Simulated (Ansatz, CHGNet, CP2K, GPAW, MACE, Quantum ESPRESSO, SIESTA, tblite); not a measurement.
**Quantum ESPRESSO on random packing of C68N32 (at. %) (79 atoms): settings compared**

How far do other settings of Quantum ESPRESSO move the forces in random packing of C68N32 (at. %) (79 atoms)? One run of the same program serves as the yardstick.

Program: Quantum ESPRESSO 7.5. Level of theory: the method is named at each step. Results are calculated unless marked as measured.

## 1. The starting structure

The cell holds 79 atoms: 54 C and 25 N. Its edges and angles: a = 8.889 Å, b = 8.889 Å, c = 8.889 Å, α = 90.0°, β = 90.0°, γ = 90.0°. 79 atoms (54 C, 25 N) packed at random in a cube at 2.36 g/cm³ and pushed apart as soft spheres; a start for melting by ab initio MD, not an equilibrated structure. Then every atom was moved at random, 0.02 Å r.m.s. a Cartesian component.

The yardstick, on the same geometry:

* method: Kohn-Sham DFT, PBE, SSSP efficiency 1.3.0 pseudopotentials, plane waves (Quantum ESPRESSO 7.5); sssp-pbe-1.3.0-efficiency, cutoffs 60/480 Ry, Γ point
* r.m.s. force component: 1.953 eV/Å
* longest force: 5.878 eV/Å
* pressure: -24.14 GPa
* time: 2.8 min on 2 MPI ranks of Arm Neoverse V2, shared host
* CPU time: 5.6 min

## 2. PBE, gbrv-1.5, 40/200 Ry

Method: Kohn-Sham DFT, PBE, GBRV 1.5 ultrasoft pseudopotentials, plane waves.

File pw.in:

```
&control
  calculation = 'scf'
  pseudo_dir = './pseudo'
  outdir = './tmp'
  disk_io = 'none'
  tprnfor = .true.
  tstress = .true.
/
&system
  ibrav = 0
  nat = 79
  ntyp = 2
  ecutwfc = 40
  ecutrho = 200
  nosym = .true.
  occupations = 'smearing'
  smearing = 'fd'
  degauss = 0.003675
/
&electrons
  conv_thr = 4.0e-07
  electron_maxstep = 100
  mixing_beta = 0.2
  mixing_mode = 'local-TF'
  diagonalization = 'david'
/
ATOMIC_SPECIES
C 12.011 C.upf
N 14.007 N.upf
CELL_PARAMETERS angstrom
8.88940 0.00000 0.00000
0.00000 8.88940 0.00000
0.00000 0.00000 8.88940
ATOMIC_POSITIONS crystal
C 0.72123 0.34128 0.08779
C 0.44391 0.75793 0.51234
C 0.52761 0.23174 0.46630
C 0.55701 0.51288 0.08372
C 0.33039 0.06713 0.28738
C 0.81274 0.10984 0.97678
C 0.68337 0.93093 0.69705
C 0.08994 0.77335 0.66374
C 0.13648 0.21605 0.92809
C 0.10986 0.29800 0.12476
C 0.56999 0.70672 0.64584
C 0.12241 0.58894 0.66372
C 0.07954 0.80486 0.21569
C 0.38414 0.02741 0.49020
C 0.83776 0.21881 0.65698
C 0.15830 0.96637 0.99318
C 0.51416 0.03981 0.12836
C 0.06794 0.22708 0.30390
C 0.24832 0.47758 0.39726
C 0.12406 0.42025 0.54627
C 0.17731 0.63540 0.13885
C 0.83958 0.31386 0.26108
C 0.81205 0.02484 0.55955
C 0.65921 0.28059 0.63634
C 0.83791 0.58975 0.55430
C 0.56924 0.26362 0.84094
C 0.82054 0.87462 0.18326
C 0.72748 0.11443 0.14685
C 0.38734 0.22650 0.15457
C 0.31278 0.65876 0.66964
C 0.98269 0.66407 0.99630
C 0.53812 0.85904 0.04362
C 0.80321 0.77988 0.69483
C 0.81782 0.45934 0.78940
C 0.19951 0.75204 0.97366
C 0.07013 0.40270 0.76209
C 0.18307 0.81783 0.39015
C 0.78305 0.64804 0.98238
C 0.68862 0.07009 0.42676
C 0.49844 0.44939 0.28963
C 0.71739 0.88581 0.36951
C 0.93803 0.45165 0.62665
C 0.41081 0.81974 0.19373
C 0.99961 0.55690 0.45478
C 0.43181 0.51712 0.56338
C 0.82115 0.21167 0.42523
C 0.82898 0.26990 0.86702
C 0.56995 0.53578 0.86405
C 0.31420 0.28672 0.82337
C 0.32495 0.94135 0.77184
C 0.71782 0.51837 0.25874
C 0.32360 0.11828 0.92014
C 0.36886 0.61085 0.13680
C 0.65001 0.10776 0.75383
N 0.25316 0.86427 0.57840
N 0.27689 0.32559 0.64143
[... 19 atom lines left out ...]
N 0.21231 0.46838 0.20912
N 0.72162 0.69445 0.40824
N 0.66812 0.36900 0.42412
N 0.05114 0.26052 0.63055
K_POINTS gamma
```

Started as:

```
> OMP_NUM_THREADS=1 mpirun -np 2 pw.x -in pw.in > output.txt
```

Log:

```text
Program PWSCF
     gamma-point specific algorithms are used
     Parallelization info
     sticks:   dense  smooth     PW     G-vecs:    dense   smooth      PW
     Min        2245    1787    442               113319    80961   10094
     Max        2248    1790    443               113320    80970   10103
     Sum        4493    3577    885               226639   161931   20197
     bravais-lattice index     =            0
     lattice parameter (alat)  =      16.7985  a.u.
     unit-cell volume          =    4740.3886 (a.u.)^3
     number of atoms/cell      =           79
     number of atomic types    =            2
     number of electrons       =       341.00
     number of Kohn-Sham states=          205
     kinetic-energy cutoff     =      40.0000  Ry
     charge density cutoff     =     200.0000  Ry
     scf convergence threshold =      4.0E-07
     mixing beta               =       0.2000
     number of iterations used =            8  local-TF  mixing
     Exchange-correlation= SLA  PW   PBE  PBE
                           (   1   4   3   4   0   0   0)
     crystal axes: (cart. coord. in units of alat)
               a(1) = (   1.000000   0.000000   0.000000 )
               a(2) = (   0.000000   1.000000   0.000000 )
               a(3) = (   0.000000   0.000000   1.000000 )
     reciprocal axes: (cart. coord. in units 2 pi/alat)
               b(1) = (  1.000000  0.000000  0.000000 )
               b(2) = (  0.000000  1.000000  0.000000 )
               b(3) = (  0.000000  0.000000  1.000000 )
     PseudoPot. # 1 for C :
     Pseudo is Ultrasoft + core correction, Zval =  4.0
     PseudoPot. # 2 for N :
     Pseudo is Ultrasoft + core correction, Zval =  5.0
     atomic species   valence    mass     pseudopotential
     C                 4.00    12.01100     C ( 1.00)
     N                 5.00    14.00700     N ( 1.00)
     No symmetry found
   Cartesian axes
     number of k points=     1  Fermi-Dirac smearing, width (Ry)=  0.0037
                       cart. coord. in units 2pi/alat
        k(    1) = (   0.0000000   0.0000000   0.0000000), wk =   2.0000000
     Dense  grid:   113320 G-vectors     FFT dimensions: (  75,  75,  75)
     Smooth grid:    80966 G-vectors     FFT dimensions: (  72,  72,  72)
     Initial potential from superposition of free atoms
     starting charge     340.9976, renormalised to     341.0000
     Starting wfcs are  316 randomized atomic wfcs
     Self-consistent Calculation
     iteration #  1     ecut=    40.00 Ry     beta= 0.20
     Threshold (ethr) on eigenvalues was too large:
     Diagonalizing with lowered threshold
     total energy              =   -1103.18803205 Ry
     estimated scf accuracy    <       2.67557585 Ry
     iteration #  2     ecut=    40.00 Ry     beta= 0.20
     total energy              =   -1103.04157525 Ry
     estimated scf accuracy    <       1.13872881 Ry
     iteration #  3     ecut=    40.00 Ry     beta= 0.20
     total energy              =   -1103.09442916 Ry
     estimated scf accuracy    <       0.24195045 Ry
     iteration #  4     ecut=    40.00 Ry     beta= 0.20
     total energy              =   -1103.09957186 Ry
     estimated scf accuracy    <       0.10640832 Ry
     iteration #  5     ecut=    40.00 Ry     beta= 0.20
     total energy              =   -1103.10212668 Ry
     estimated scf accuracy    <       0.03878761 Ry
     iteration #  6     ecut=    40.00 Ry     beta= 0.20
     c_bands:  1 eigenvalues not converged
     total energy              =   -1103.10440184 Ry
     estimated scf accuracy    <       0.01101861 Ry
[...]
total energy              =   -1103.10583127 Ry
[...]
iteration # 14     ecut=    40.00 Ry     beta= 0.20
     total energy              =   -1103.10583199 Ry
     estimated scf accuracy    <       0.00000172 Ry
     iteration # 15     ecut=    40.00 Ry     beta= 0.20
     total energy              =   -1103.10583242 Ry
     estimated scf accuracy    <       0.00000067 Ry
     iteration # 16     ecut=    40.00 Ry     beta= 0.20
     End of self-consistent calculation
          k = 0.0000 0.0000 0.0000 ( 10099 PWs)   bands (ev):
   -13.5959 -13.0916 -12.4487 -12.3172 -11.7221 -11.3215 -10.9281 -10.7857
   -10.4923 -10.3505 -10.0141  -9.8801  -9.6935  -9.5200  -9.1556  -8.7237
    -8.5877  -8.3754  -8.2860  -8.1673  -8.0620  -7.7012  -7.5798  -7.4574
    -7.3445  -7.2493  -7.1708  -7.0651  -6.8923  -6.7303  -6.5615  -6.4080
    -6.2819  -6.0571  -5.6371  -5.3105  -5.2940  -5.0614  -4.9142  -4.8436
    -4.6243  -4.5739  -4.5156  -4.2979  -4.1576  -4.0415  -3.9613  -3.7880
[...]
7.2071   7.2286   7.2649   7.3516   7.3954   7.4745   7.5314   7.5958
     7.6057   7.7115   7.8146   7.8785   7.9505   7.9789   8.0673   8.1762
     8.1867   8.2395   8.2758   8.3117   8.3576   8.5024   8.5694   8.6296
     8.6457   8.7627   8.7914   8.8243   8.8867
     the Fermi energy is     6.8458 ev
!    total energy              =   -1103.10583282 Ry
     estimated scf accuracy    <       0.00000018 Ry
     smearing contrib. (-TS)   =      -0.02569473 Ry
     internal energy E=F+TS    =   -1103.08013809 Ry
     The total energy is F=E-TS. E is the sum of the following terms:
     one-electron contribution =     -60.38425016 Ry
     hartree contribution      =     215.10253240 Ry
     xc contribution           =    -305.03296981 Ry
     ewald contribution        =    -952.76545052 Ry
     convergence has been achieved in  16 iterations
     Forces acting on atoms (cartesian axes, Ry/au):
     atom    1 type  1   force =     0.03615053   -0.07793404    0.09857158
     atom    2 type  1   force =     0.05691799   -0.07905992    0.08698938
     atom    3 type  1   force =     0.20240385   -0.02211756    0.05750006
     atom    4 type  1   force =     0.01362177   -0.02268242    0.00181921
     atom    5 type  1   force =    -0.09849808    0.00244386   -0.04275190
     atom    6 type  1   force =    -0.04864320    0.03761600    0.03843903
[...]
atom   77 type  2   force =    -0.07851848    0.05414873   -0.02247908
     atom   78 type  2   force =    -0.07894866   -0.03635983   -0.01170253
     atom   79 type  2   force =    -0.00966644    0.11666399    0.05898258
     Total force =     1.170111     Total SCF correction =     0.000636
     Computing stress (Cartesian axis) and pressure
          total   stress  (Ry/bohr**3)                   (kbar)     P=     -240.54
  -0.00138843   0.00001648   0.00010438         -204.24        2.42       15.36
   0.00001648  -0.00200181   0.00007427            2.42     -294.48       10.93
   0.00010438   0.00007427  -0.00151533           15.36       10.93     -222.91
     Message from routine punch:
     Nothing written, as per user request (disk_io='none')
```

The job ended after 48 s (2 MPI ranks of Arm Neoverse V2, shared host; peak memory 0.58 GiB; 96 s of CPU time).

Banners, paths, timers and routine set-up lines are dropped from the logs unmarked, and long logs keep their key lines alone; longer cuts are marked.

Compared with the plane-wave run:

```
r.m.s. force component                  : 1.954 eV/Å
r.m.s. difference of force components   : 7.696 meV/Å
longest difference of force vectors     : 38.89 meV/Å
force difference over r.m.s. force      : 0.394 %
slope of forces against the reference's : 1
correlation of force components         : 1
pressure                                : -24.05 GPa
pressure difference                     : 0.0834 GPa
```

Length of the force difference by element (eV/Å):

```tsv
element	atoms	mean	most
C	54	0.011	0.023
N	25	0.014	0.039
```

Local excerpt of 9 atoms (numbers count through the whole input) about C32, which bears the longest force; x, y, z are measured from there.

```tsv
atom	x	y	z	distance (Å)	Fx	Fy	Fz (eV/Å)
C32	0.00	0.00	0.00	0.00	-4.68	2.77	2.26
N67	-1.45	0.51	-0.78	1.72	-1.08	1.29	-2.37
C43	-1.13	-0.35	1.33	1.78	2.36	-1.16	-1.33
C17	-0.21	1.61	0.75	1.79	2.35	1.07	0.02
N60	-0.93	-1.58	-0.92	2.05	1.05	-2.28	0.74
N57	2.26	-0.05	-1.13	2.52	0.48	-1.45	0.23
C53	-1.50	-2.21	0.83	2.80	-0.21	1.17	-2.69
C27	2.51	0.14	1.24	2.80	2.20	-2.17	1.77
C38	2.18	-1.88	-0.54	2.92	2.58	2.47	-1.81
```

Forces lie 0.39 % from the reference's, at 0.28 times its CPU time.

## 3. PBE+D3(BJ), sssp-1.3.0-efficiency, 60/480 Ry

Method: Kohn-Sham DFT, PBE+D3(BJ), SSSP efficiency 1.3.0 pseudopotentials, plane waves.

The pseudopotential files are exchanged too: ./pseudo now holds the set sssp-pbe-1.3.0-efficiency.

pw.in, as its differences from that of step 2:

```diff
@@ -12,4 +12,4 @@
   ntyp = 2
-  ecutwfc = 40
-  ecutrho = 200
+  ecutwfc = 60
+  ecutrho = 480
   nosym = .true.
@@ -18,2 +18,5 @@
   degauss = 0.003675
+  vdw_corr = 'dft-d3'
+  dftd3_version = 4
+  dftd3_threebody = .false.
 /
```

Log:

```text
[banner, memory and clock lines left out]
Program PWSCF
     gamma-point specific algorithms are used
     bravais-lattice index     =            0
     lattice parameter (alat)  =      16.7985  a.u.
     unit-cell volume          =    4740.3886 (a.u.)^3
     number of atoms/cell      =           79
     number of atomic types    =            2
     number of electrons       =       341.00
     number of Kohn-Sham states=          205
     kinetic-energy cutoff     =      60.0000  Ry
[... lines left out ...]
     total energy              =   -1480.79129623 Ry
[... lines left out ...]
     total energy              =   -1480.62959993 Ry
[... lines left out ...]
     total energy              =   -1480.70948681 Ry
[... lines left out ...]
     c_bands:  2 eigenvalues not converged
[... lines left out ...]
     c_bands:  1 eigenvalues not converged
[... lines left out ...]
     c_bands:  1 eigenvalues not converged
[... lines left out ...]
     total energy              =   -1480.73717280 Ry
[... lines left out ...]
     total energy              =   -1480.73717283 Ry
[... lines left out ...]
   -10.5112 -10.3716 -10.0337  -9.9013  -9.7135  -9.5403  -9.1774  -8.7455
    -8.6105  -8.3967  -8.3074  -8.1909  -8.0847  -7.7240  -7.6021  -7.4812
[...]
7.5881   7.6938   7.7983   7.8603   7.9319   7.9614   8.0495   8.1578
     8.1683   8.2206   8.2576   8.2932   8.3397   8.4854   8.5514   8.6117
     8.6275   8.7445   8.7733   8.8061   8.8713
     the Fermi energy is     6.8280 ev
!    total energy              =   -1480.73717294 Ry
     estimated scf accuracy    <       0.00000010 Ry
     smearing contrib. (-TS)   =      -0.02569714 Ry
     internal energy E=F+TS    =   -1480.71147580 Ry
     The total energy is F=E-TS. E is the sum of the following terms:
     one-electron contribution =     -48.26887359 Ry
     hartree contribution      =     215.40252573 Ry
     xc contribution           =    -360.12590178 Ry
     ewald contribution        =    -952.76545031 Ry
     DFT-D3 Dispersion         =      -0.86906098 Ry
     one-center paw contrib.   =    -334.08471487 Ry
     convergence has been achieved in  18 iterations
     Forces acting on atoms (cartesian axes, Ry/au):
     atom    1 type  1   force =     0.03597181   -0.07824872    0.09459957
     atom    2 type  1   force =     0.06045502   -0.07223181    0.08019708
     atom    3 type  1   force =     0.19155279   -0.02105189    0.05478746
[...]
atom   78 type  2   force =    -0.07845072   -0.03089762   -0.01072809
     atom   79 type  2   force =    -0.00877535    0.11656934    0.05799222
     Total force =     1.144852     Total SCF correction =     0.000554
     Computing stress (Cartesian axis) and pressure
          total   stress  (Ry/bohr**3)                   (kbar)     P=     -243.20
  -0.00141165   0.00000614   0.00009197         -207.66        0.90       13.53
   0.00000614  -0.00201803   0.00006641            0.90     -296.86        9.77
   0.00009197   0.00006641  -0.00153014           13.53        9.77     -225.09
     Message from routine punch:
     Nothing written, as per user request (disk_io='none')
```

Elapsed: 2.5 min, on 2 MPI ranks; peak memory 1.8 GiB.

Numbers from this run, and their distance from the reference:

| Quantity | Value |
| --- | --- |
| r.m.s. force component | 1.912 eV/Å |
| r.m.s. difference of force components | 103.1 meV/Å |
| longest difference of force vectors | 463.3 meV/Å |
| force difference over r.m.s. force | 5.278 % |
| slope of forces against the reference's | 0.9777 |
| correlation of force components | 0.9988 |
| pressure | -24.32 GPa |
| pressure difference | -0.1826 GPa |

Against the first run (0.39 %), the force difference from the reference is 5.3 %, at 3.1 times the CPU time; the model has changed, so this is no error of the program alone.

## 4. All runs compared

Differences are against the plane-wave reference, forces as r.m.s. over components; share is that over the reference's r.m.s. force, slope the least-squares factor from reference forces to these. Total energies of different programs have different zeros and aren't compared.

```tsv
run	Δ force, r.m.s. (meV/Å)	share (%)	slope	Δ pressure (GPa)	cores	CPU time	memory (GiB)
reference	-	-	-	-	2	5.6 min	1.7
QE PBE, gbrv-1.5, 40/200 Ry	7.70	0.394	1.000	0.0834	2	96 s	0.58
QE PBE+D3(BJ), sssp-1.3.0-efficiency, 60/480 Ry	103	5.28	0.978	-0.183	2	4.9 min	1.8
```

CPU time is summed over cores on a shared host, where runs went side by side, so it is rough. Symmetry, cutoffs, thresholds, outputs and thread counts weren't matched or tuned between programs; memory under MPI is the largest rank's times the ranks.

## 5. Results

| Property | Result |
| --- | --- |
| nearest in forces | QE PBE, gbrv-1.5, 40/200 Ry, 0.39 % |
| its CPU time | 96 s |

In words: PBE on plane waves or a grid with other potentials, cutoffs or grids differs from the reference by 0.39 % (QE PBE, gbrv-1.5, 40/200 Ry) of the r.m.s. force; this holds the reference's own error, so differences of a few per cent don't tell which side is nearer the exact PBE result. In the reference's own program, potentials and cutoffs, a change of model alone moves forces by 5.3 % (QE PBE+D3(BJ), sssp-1.3.0-efficiency, 60/480 Ry). One electronic-structure run takes under half the reference's CPU time: QE PBE, gbrv-1.5, 40/200 Ry, at 0.39 % in 96 s against 5.6 min. The reference's pressure holds the uncorrected Pulay stress of its 60 Ry basis, so small pressure differences, and their order, may be the reference's own error. The electron count is odd in these runs, and they have no spin polarisation, so the unpaired electron is spread evenly over both spins. The reference's stress is far from hydrostatic: its diagonal is -20.5, -29.5, -22.4 GPa, compression counted positive. The reference's pressure of -24 GPa says that the cell would shrink at this level of theory. The electronic-structure runs sample only Γ, in a cell whose shortest periodic width is 9 Å, which is coarse for a cell with partly filled levels.

[Also dropped from logs without a mark: logging warnings of Python, and SIESTA's first energy breakdown and zero terms.]

[Logs are printed without paths, hosts, clocks, repeated set-up lines and the standing remarks that a program may print on its own settings, such as how far it seeks lower states.]

[Hosts, paths, dates, database ids (printed as entryN), source tags and the programs' standing remarks are cut or masked in the printed files.]
